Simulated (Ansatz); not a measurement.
**Li4BeSb2 (built on the sites of a database entry of K4BeP2): from the cell to its phonons**

Wanted: phonon frequencies of Li4BeSb2 (built on the sites of a database entry of K4BeP2) and what follows from them.

Main program and level: Ansatz 0.2.0; DFT PBEsol, scalar-relativistic, plane waves, PAW.

This is a report of a sequence of runs, with most program output left out.

The structure was built from a prototype and need not be the compound's stable phase.

## 1. The starting structure

Symmetry: R-3m, No. 166, trigonal system. Conventional cell: a = 4.371 Å, b = 4.371 Å, c = 19.657 Å, α = 90.00°, β = 90.00°, γ = 120.00°. Nearest to Li lie 3 Sb at 2.62 Å and 3 Be at 2.66 Å. Nearest to Li lie 4 Sb at 2.55 to 2.68 Å. Nearest to Be lie 2 Sb at 1.55 Å and 6 Li at 2.66 Å. Sb has 1 Be at 1.55 Å and 7 Li at 2.55 to 2.68 Å nearest. Farther neighbours are not listed.

As a file:

```cif
data_structure
_symmetry_space_group_name_H-M 'P 1'
_symmetry_Int_Tables_number 1
_cell_length_a 7.0216
_cell_length_b 7.0216
_cell_length_c 7.0216
_cell_angle_alpha 36.268
_cell_angle_beta 36.268
_cell_angle_gamma 36.268
_cell_volume 108.40
loop_
_atom_site_label
_atom_site_type_symbol
_atom_site_fract_x
_atom_site_fract_y
_atom_site_fract_z
_atom_site_occupancy
Li1 Li 0.37662 0.37662 0.37662 1
Li2 Li 0.62338 0.62338 0.62338 1
Li3 Li 0.20862 0.20862 0.20862 1
Li4 Li 0.79138 0.79138 0.79138 1
Be5 Be 0.00000 0.00000 0.00000 1
Sb6 Sb 0.07885 0.07885 0.07885 1
Sb7 Sb 0.92115 0.92115 0.92115 1
```

## 2. Rough relaxation

A rough relaxation comes first, because large forces or stress need no tight tolerances yet.

File input.yaml:

```yaml
crystal:
  lattice:
    - [2.18537, 1.26172, 6.55246]
    - [-2.18537, 1.26172, 6.55246]
    - [0.0, -2.52345, 6.55246]
  atoms:
    - { symbol: Li, position: [0.37662, 0.37662, 0.37662] }
    - { symbol: Li, position: [0.62338, 0.62338, 0.62338] }
    - { symbol: Li, position: [0.20862, 0.20862, 0.20862] }
    - { symbol: Li, position: [0.79138, 0.79138, 0.79138] }
    - { symbol: Be, position: [0.0, 0.0, 0.0] }
    - { symbol: Sb, position: [0.07885, 0.07885, 0.07885] }
    - { symbol: Sb, position: [0.92115, 0.92115, 0.92115] }
kpoints:
  mp_grid: { grid: [6, 6, 6] }
hamiltonian:
  xc: pbesol
scf:
  occupations: { method: gaussian, width: 0.1 }
output:
  forces: true
  stress: true
  eigenvalues: true
relax:
  adjacent_minimum: "off"
  f_tol: 0.05
  max_steps: 80
  cell: { stress_tol: 0.5 }
```

The run is started by

```
$ ansatz run input.yaml --threads 8 --pin off --max-ram 14336MiB --backend cpu --events-out ev --progress --plain --runs-dir out
```

Run time: 11 s. Hardware: 8 threads of Arm Neoverse V2, shared host; peak memory 0.66 GiB.

Relaxation path:

| step | energy less that of the first step (eV) | largest force component (eV/Å) | pressure (GPa) | volume (Å³) |
| --- | --- | --- | --- | --- |
| 1 | 0.0000 | 26.3211 | 47.85 | 108.40 |
| 2 | -8.7502 | 9.4215 | 22.72 | 116.55 |
| 3 | -11.2141 | 4.1746 | 11.83 | 125.70 |
| 4 | -12.2876 | 1.3992 | 4.30 | 138.72 |
| 5 | -12.5076 | 0.1873 | 0.97 | 145.05 |
| 6 | -12.5863 | 0.0721 | -0.09 | 151.61 |
| 7 | -12.5963 | 0.0227 | -0.12 | 152.54 |
| 8* | -12.6558 | 0.0230 | 0.57 | 152.54 |
| 9 | -12.6715 | 0.0316 | 0.05 | 155.84 |
| 10* | -12.6718 | 0.0316 | 0.05 | 155.84 |

Relaxation steps marked * repeat the geometry before them on a plane-wave basis chosen anew for their cell, so energy and pressure can jump there.

The run keeps the 12 symmetry operations that it works with, so distortions that break them were not tested.

| cell as run | before | after | change |
| --- | --- | --- | --- |
| a (Å) | 7.022 | 8.496 | +21.0 % |
| b (Å) | 7.022 | 8.496 | +21.0 % |
| c (Å) | 7.022 | 8.496 | +21.0 % |
| α (°) | 36.27 | 32.32 | -10.9 % |
| β (°) | 36.27 | 32.32 | -10.9 % |
| γ (°) | 36.27 | 32.32 | -10.9 % |
| volume (Å³/atom) | 15.49 | 22.26 | +43.8 % |

The atoms that moved most (Å, as changes of fractional coordinates times the final cell):

| atom | dx | dy | dz | length |
| --- | --- | --- | --- | --- |
| Li1 | 0.000 | 0.000 | 0.438 | 0.438 |
| Li2 | 0.000 | 0.000 | -0.438 | 0.438 |
| Sb7 | 0.000 | 0.000 | -0.346 | 0.346 |
| Sb6 | 0.000 | 0.000 | 0.346 | 0.346 |
| Li3 | 0.000 | 0.000 | 0.014 | 0.014 |
| Li4 | 0.000 | 0.000 | -0.014 | 0.014 |

Numbers from this step:

- pressure: 0.05100 GPa
- volume per atom: 22.26 Å³
- gap on the k-mesh: 0.4013 eV
- direct gap on mesh: 1.531 eV

In this step the volume went from 15.49 to 22.26 Å³/atom.

## 3. Bringing the structure to rest

Harmonic phonons are second derivatives at a point where the forces vanish, and they are wanted at zero stress, so atoms and cell are relaxed first.

File input.yaml:

```yaml
crystal:
  lattice:
    - [2.364646959, 1.3652275118, 8.0457935052]
    - [-2.364646959, 1.3652275118, 8.0457935052]
    - [0.0, -2.7304611631, 8.0457924635]
  atoms:
    - { symbol: Li, position: [0.3947586125, 0.3947586125, 0.3947586125] }
    - { symbol: Li, position: [0.6052413875, 0.6052413875, 0.6052413875] }
    - { symbol: Li, position: [0.2091914396, 0.2091914396, 0.2091914396] }
    - { symbol: Li, position: [0.7908085604, 0.7908085604, 0.7908085604] }
    - { symbol: Be, position: [0.0, 0.0, 0.0] }
    - { symbol: Sb, position: [0.0931790657, 0.0931790657, 0.0931790657] }
    - { symbol: Sb, position: [0.9068209343, 0.9068209343, 0.9068209343] }
kpoints:
  mp_grid: { grid: [9, 9, 9] }
hamiltonian:
  xc: pbesol
scf:
  occupations: { method: gaussian, width: 0.02 }
output:
  forces: true
  stress: true
  eigenvalues: true
relax:
  adjacent_minimum: "off"
  f_tol: 0.005
  max_steps: 80
  cell: { stress_tol: 0.05 }
```

The job ended after 15 s (8 threads; peak memory 0.8 GiB; 1.9 min of CPU time).

The steps of the relaxation:

| step | energy less that of the first step (eV) | largest force component (eV/Å) | pressure (GPa) | volume (Å³) |
| --- | --- | --- | --- | --- |
| 1 | 0.0000 | 0.0309 | 0.05 | 155.84 |
| 2 | -0.0004 | 0.0294 | 0.02 | 156.54 |
| 3 | -0.0005 | 0.0069 | 0.01 | 156.50 |
| 4 | -0.0005 | 0.0008 | 0.00 | 156.56 |
| 5* | -0.0006 | 0.0008 | 0.00 | 156.56 |

Relaxation steps marked * repeat the geometry before them on a plane-wave basis chosen anew for their cell, so energy and pressure can jump there.

The run keeps the 12 symmetry operations that it works with, so distortions that break them were not tested.

| conventional cell, symmetrised | before | after | change |
| --- | --- | --- | --- |
| a (Å) | 4.729 | 4.739 | +0.2 % |
| b (Å) | 4.729 | 4.739 | +0.2 % |
| c (Å) | 24.137 | 24.152 | +0.1 % |
| volume (Å³/atom) | 22.26 | 22.37 | +0.5 % |

The atoms that moved most (Å, as changes of fractional coordinates times the final cell):

| atom | dx | dy | dz | length |
| --- | --- | --- | --- | --- |
| Li2 | 0.000 | 0.000 | -0.026 | 0.026 |
| Li1 | 0.000 | 0.000 | 0.026 | 0.026 |
| Li3 | 0.000 | 0.000 | 0.006 | 0.006 |
| Li4 | 0.000 | 0.000 | -0.006 | 0.006 |

Final coordinates:

```cif
data_structure
_symmetry_space_group_name_H-M 'P 1'
_symmetry_Int_Tables_number 1
_cell_length_a 8.5029
_cell_length_b 8.5029
_cell_length_c 8.5029
_cell_angle_alpha 32.360
_cell_angle_beta 32.360
_cell_angle_gamma 32.360
_cell_volume 156.56
loop_
_atom_site_label
_atom_site_type_symbol
_atom_site_fract_x
_atom_site_fract_y
_atom_site_fract_z
_atom_site_occupancy
Li1 Li 0.39584 0.39584 0.39584 1
Li2 Li 0.60416 0.60416 0.60416 1
Li3 Li 0.20942 0.20942 0.20942 1
Li4 Li 0.79058 0.79058 0.79058 1
Be5 Be 0.00000 0.00000 0.00000 1
Sb6 Sb 0.09312 0.09312 0.09312 1
Sb7 Sb 0.90688 0.90688 0.90688 1
```

Numbers from this step:

```
pressure           : 0.002199 GPa
gap on the k-mesh  : 0.4384 eV
volume per atom    : 22.37 Å³
direct gap on mesh : 1.514 eV
```

In this step the volume went from 22.26 to 22.37 Å³/atom.

## 4. Relaxing to small forces for the phonons

Phonons need a cell at rest on their own settings, so the relaxation is repeated with tight tolerances on forces and stress on the k mesh and occupations of the first response run.

File input.yaml:

```yaml
crystal:
  lattice:
    - [2.3693582938, 1.3679476011, 8.0507171474]
    - [-2.3693582938, 1.3679476011, 8.0507171474]
    - [0.0, -2.7359013452, 8.0507161036]
  atoms:
    - { symbol: Li, position: [0.3958432764, 0.3958432764, 0.3958432764] }
    - { symbol: Li, position: [0.6041567236, 0.6041567236, 0.6041567236] }
    - { symbol: Li, position: [0.2094208566, 0.2094208566, 0.2094208566] }
    - { symbol: Li, position: [0.7905791434, 0.7905791434, 0.7905791434] }
    - { symbol: Be, position: [0.0, 0.0, 0.0] }
    - { symbol: Sb, position: [0.093118766, 0.093118766, 0.093118766] }
    - { symbol: Sb, position: [0.906881234, 0.906881234, 0.906881234] }
kpoints:
  mp_grid: { grid: [10, 10, 10] }
hamiltonian:
  xc: pbesol
scf:
  occupations: { method: fixed }
output:
  forces: true
  stress: true
  eigenvalues: true
relax:
  adjacent_minimum: "off"
  f_tol: 0.001
  max_steps: 60
  cell: { stress_tol: 0.01 }
```

Elapsed: 9.9 s, on 8 threads; peak memory 0.86 GiB; 76 s of CPU time.

Little changed from the start: no atom moved by 0.005 Å and no cell edge by 0.1 %.

This step gave:

```yaml
pressure: 0.002187 GPa
gap_on_the_k_mesh: 0.4369 eV
direct_gap_on_mesh: 1.482 eV
```

The largest force component left is 0.84 meV/Å and the pressure is 0.002 GPa, within the tolerances set. The cell now holds 22.37 Å³/atom.

## 5. Zone-centre response

The zone centre is the only wavevector solved here; it holds the modes that light can see, as far as symmetry allows. The response to a homogeneous field gives the Born charges and the dielectric tensor.

Edit input.yaml of step 4 so:

```diff
@@ -20,9 +20,6 @@
 output:
-  forces: true
-  stress: true
   eigenvalues: true
-relax:
-  adjacent_minimum: "off"
-  f_tol: 0.001
-  max_steps: 60
-  cell: { stress_tol: 0.01 }
+phonons:
+  method: dfpt
+  dielectric: true
+  rigid_motions: translations
```

Run time: 5.4 min. Hardware: 8 threads; peak memory 5.9 GiB.

This step gave:

* sum-rule residual before enforcement: 7.57e-5 eV/Å²
* miss of the charge sum rule: 0.001113 e
* estimated error of the dielectric tensor: 0.02766
* estimated error of the Born charges: 0.01652 e
* point group: -3m
* highest optical mode at the zone centre (no LO-TO term): 746.4 cm⁻¹
* lowest optical zone-centre mode: 16.25 cm⁻¹
* mean high-frequency dielectric constant: 7.201
* largest Born charge (third of the trace): -2.083 e
* mean static dielectric constant: 10.32
* top of the zone-centre spectrum with the field: 761.1 cm⁻¹

Without the LO-TO term. Patterns of degenerate modes are one choice out of their space. Modes at Γ, with each element's share of the kinetic energy:

| mode | frequency (cm⁻¹) | symmetry | Li % | Be % | Sb % |
| --- | --- | --- | --- | --- | --- |
| 1 | 0.0 | acoustic | 10 | 3 | 87 |
| 2 | 0.0 | acoustic | 10 | 3 | 87 |
| 3 | 0.0 | acoustic | 10 | 3 | 87 |
| 4 | 16.2 | Eg | 8 | 0 | 92 |
| 5 | 16.2 | Eg | 8 | 0 | 92 |
| 6 | 133.7 | A1g | 75 | 0 | 25 |
| 7 | 148.7 | A2u | 93 | 1 | 6 |
| 8 | 166.7 | A1g | 30 | 0 | 70 |
| 9 | 200.9 | Eu | 5 | 88 | 6 |
| 10 | 200.9 | Eu | 5 | 88 | 6 |
| 11 | 261.2 | A1g | 94 | 0 | 6 |
| 12 | 269.2 | Eu | 88 | 6 | 6 |
| 13 | 269.2 | Eu | 88 | 6 | 6 |
| 14 | 274.6 | Eg | 92 | 0 | 8 |
| 15 | 274.6 | Eg | 92 | 0 | 8 |
| 16 | 275.5 | A2u | 97 | 0 | 3 |
| 17 | 304.4 | Eu | 97 | 3 | 0 |
| 18 | 304.4 | Eu | 97 | 3 | 0 |
| 19 | 314.3 | Eg | 100 | 0 | 0 |
| 20 | 314.3 | Eg | 100 | 0 | 0 |
| 21 | 746.4 | A2u | 0 | 96 | 3 |

Displacements in mode 4 (16.2 cm⁻¹), the largest set to 1:
```
Li1  0.02  0.89  0.00
Li2 -0.02 -0.89  0.00
Li3 -0.02 -0.91  0.00
Li4  0.02  0.91  0.00
Be5  0.00  0.00  0.00
Sb6  0.02  1.00  0.00
Sb7 -0.02 -1.00  0.00
```

Displacements in mode 20 (314.3 cm⁻¹), the largest set to 1:
```
Li1  0.00 -1.00  0.00
Li2  0.00  1.00  0.00
Li3  0.00 -0.74  0.00
Li4  0.00  0.74  0.00
Be5  0.00  0.00  0.00
Sb6  0.00  0.01  0.00
Sb7  0.00 -0.01  0.00
```

Optical modes at the zone centre, without and with the macroscopic field of the longitudinal modes; each column is sorted by frequency, so a row need not hold one and the same mode. Modes with and without the field, by row:

| rank among optical modes | no field (cm⁻¹) | q along (1, 0, 0) (cm⁻¹) | q along (0, 0, 1) (cm⁻¹) |
| --- | --- | --- | --- |
| 1 | 16.2 | 16.2 | 16.2 |
| 2 | 16.2 | 16.2 | 16.2 |
| 3 | 133.7 | 133.7 | 133.7 |
| 4 | 148.7 | 148.7 | 157.2 |
| 5 | 166.7 | 166.7 | 166.7 |
| 6 | 200.9 | 200.9 | 200.9 |
| 7 | 200.9 | 201.1 | 200.9 |
| 8 | 261.2 | 261.2 | 261.2 |
| 9 | 269.2 | 269.2 | 269.2 |
| 10 | 269.2 | 274.6 | 269.2 |
| 11 | 274.6 | 274.6 | 274.6 |
| 12 | 274.6 | 275.5 | 274.6 |
| 13 | 275.5 | 294.4 | 302.2 |
| 14 | 304.4 | 304.4 | 304.4 |
| 15 | 304.4 | 314.3 | 304.4 |
| 16 | 314.3 | 314.3 | 314.3 |
| 17 | 314.3 | 335.8 | 314.3 |
| 18 | 746.4 | 746.4 | 761.1 |

Born charge (rows field, columns displacement) (e), principal values of the symmetric part by kind of site:

| atom | atoms with these values | low | middle | high | mean |
| --- | --- | --- | --- | --- | --- |
| Li1 | 2 | 0.37 | 1.13 | 1.13 | 0.87 |
| Li3 | 2 | 0.90 | 0.90 | 1.22 | 1.01 |
| Be5 | 1 | -0.54 | -0.54 | 2.28 | 0.40 |
| Sb6 | 2 | -2.73 | -1.76 | -1.76 | -2.08 |

In full for Sb6:

```
-1.76  0.00  0.00
 0.00 -1.76  0.00
 0.00  0.00 -2.73
```

High-frequency dielectric tensor:

```
6.23 0.00 0.00
0.00 6.23 0.00
0.00 0.00 9.14
```

Static dielectric tensor (ions relaxed, fixed cell):

```
 9.09  0.00  0.00
 0.00  9.09  0.00
 0.00  0.00 12.78
```

Transverse modes. Lines of the infrared spectrum (strongest = 100):

| position (cm⁻¹) | relative intensity |
| --- | --- |
| 16 | 0.0 |
| 134 | 0.0 |
| 149 | 9.1 |
| 167 | 0.0 |
| 201 | 0.6 |
| 261 | 0.0 |
| 269 | 100 |
| 275 | 0.0 |
| 276 | 40 |
| 304 | 21 |
| 314 | 0.0 |
| 746 | 55 |

Before it was imposed, the acoustic sum rule was missed by 7.6e-5 eV/Å² and the charge sum rule by 0.0011 e. Small misses are needed for a sound result but don't prove that mesh and cutoff are converged. The lowest optical mode is real, 16.2 cm⁻¹.

## 6. Isotope substitution, element Li, natural mass 6.94 amu

An isotope changes the mass and not the force constants, so no new electronic calculation is needed; the shifts show which modes move this element.

The same force constants with the mass of Li changed from 6.940 to 6.015 u (phonopy, no LO-TO term). Both lists are sorted by frequency; levels can cross, so a row need not hold one and the same mode. Modes under 3 cm⁻¹ are left out. Isotope shifts, by row:

| q | rank | natural mass (cm⁻¹) | changed mass (cm⁻¹) |
| --- | --- | --- | --- |
| 0 0 0 | 4 | 16.25 | 16.34 |
| 0 0 0 | 5 | 16.25 | 16.34 |
| 0 0 0 | 6 | 133.7 | 140.4 |
| 0 0 0 | 7 | 148.7 | 159 |
| 0 0 0 | 8 | 166.7 | 171.1 |
| 0 0 0 | 9 | 200.9 | 201.5 |
| 0 0 0 | 10 | 200.9 | 201.5 |
| 0 0 0 | 11 | 261.2 | 279.5 |
| 0 0 0 | 12 | 269.2 | 286.9 |
| 0 0 0 | 13 | 269.2 | 286.9 |
| 0 0 0 | 14 | 274.6 | 293.3 |
| 0 0 0 | 15 | 274.6 | 293.3 |
| 0 0 0 | 16 | 275.5 | 295.2 |
| 0 0 0 | 17 | 304.4 | 326.3 |
| 0 0 0 | 18 | 304.4 | 326.3 |
| 0 0 0 | 19 | 314.3 | 337.6 |
| 0 0 0 | 20 | 314.3 | 337.6 |
| 0 0 0 | 21 | 746.4 | 746.6 |

A mode of this element alone would shift by +7.41 %. The highest zone-centre frequency without the field goes from 746.4 to 746.6 cm⁻¹ (+0.0 %).

## 7. Isotope substitution, element Sb, natural mass 121.76 amu

The same for Sb, from 121.76 to 122.90 u.

A mode of this element alone would shift by -0.47 %. The highest zone-centre frequency without the field goes from 746.4 to 746.2 cm⁻¹ (-0.0 %).

## 8. Summary of results

```
space group after relaxation (within 0.01 Å)            : R-3m
volume per atom                                         : 22.4 Å³
gap on the k-mesh                                       : 0.437 eV
highest optical mode at the zone centre (no LO-TO term) : 746 cm⁻¹
top of the zone-centre spectrum with the field          : 761 cm⁻¹
lowest optical zone-centre mode                         : 16.2 cm⁻¹
mean high-frequency dielectric constant                 : 7.20
mean static dielectric constant                         : 10.3
largest Born charge (third of the trace)                : -2.08 e
imaginary modes at Γ (the only wavevector solved)       : none
```

What this shows: The structure is stable against zone-centre distortions, since no mode there is imaginary; other wavevectors were not solved, so zone-boundary instabilities are untested. Without the field, the optical modes at Γ span 16 to 746 cm⁻¹. No dispersion was computed. The highest mode in this list at Γ, 746.4 cm⁻¹, is mostly motion of Be (96 % of the kinetic energy). With the macroscopic field of the longitudinal modes the top of the zone-centre spectrum lies at 761 cm⁻¹, against 746 cm⁻¹ without it. Lattice motion raises the mean dielectric constant from 7.201 to 10.32. The strongest infrared line is at 269 cm⁻¹. Spin-orbit coupling is left out, which can matter for the heavy elements here. The starting cell was built on a prototype and not taken from a measurement, so the phase need not exist. These are harmonic frequencies at zero temperature: anharmonic shifts, linewidths and thermal expansion are left out.

[Logs are printed without paths, hosts, clocks, repeated set-up lines and the standing remarks that a program may print on its own settings, such as how far it seeks lower states.]

[Hosts, paths, dates, database ids (printed as entryN), source tags and the programs' standing remarks are cut or masked in the printed files.]
